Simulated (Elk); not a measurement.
An input for Elk 11.2.3 (patched build) (CsH (Fm-3m)):

```
tasks
  0

xctype
  22

rgkmax
  8.5

gmaxvr
  18.0

lmaxapw
  10

lmaxo
  8

nxlo
  2

lorbcnd
  .true.

autolinengy
  .true.

tshift
  .false.

ngridk
  4 4 4

swidth
  0.0005

maxscl
  80

vkloff
  0.05 0.15 0.25

nempty
  10

sppath
  './'

avec
  -0.0000000000 6.0244468853 6.0244468853
  6.0244468853 -0.0000000000 6.0244468853
  6.0244468853 6.0244468853 -0.0000000000

atoms
  2
  'Cs.in'
  1
  0.0000000000 0.0000000000 0.0000000000
  'H.in'
  1
  0.5000000000 0.5000000000 0.5000000000
```

The database entry behind the starting cell differs from later determinations by our own check (0.1 to 0.3 % short, probably kX units), so it need not match the best structure at ambient conditions.

```sh
OMP_NUM_THREADS=4 elk > log
```

**Question.** How long will it take on 4 threads of Arm Neoverse V2, shared host, and how much memory?

It took 50 s; on shared hardware allow 25 s to 100 s. Peak host memory was 0.27 GiB.

[Paths, hosts, dates, memory and timing lines, banners, echoed tables and standing remarks are left out of the program output.]

[Logs are printed without paths, hosts, clocks, repeated set-up lines and the standing remarks that a program may print on its own settings, such as how far it seeks lower states.]

[Runs of the session that timed out or met a known fault of the program may be left out.]

[Hosts, paths, dates, database ids (printed as entryN), source tags and the programs' standing remarks are cut or masked in the printed files.]
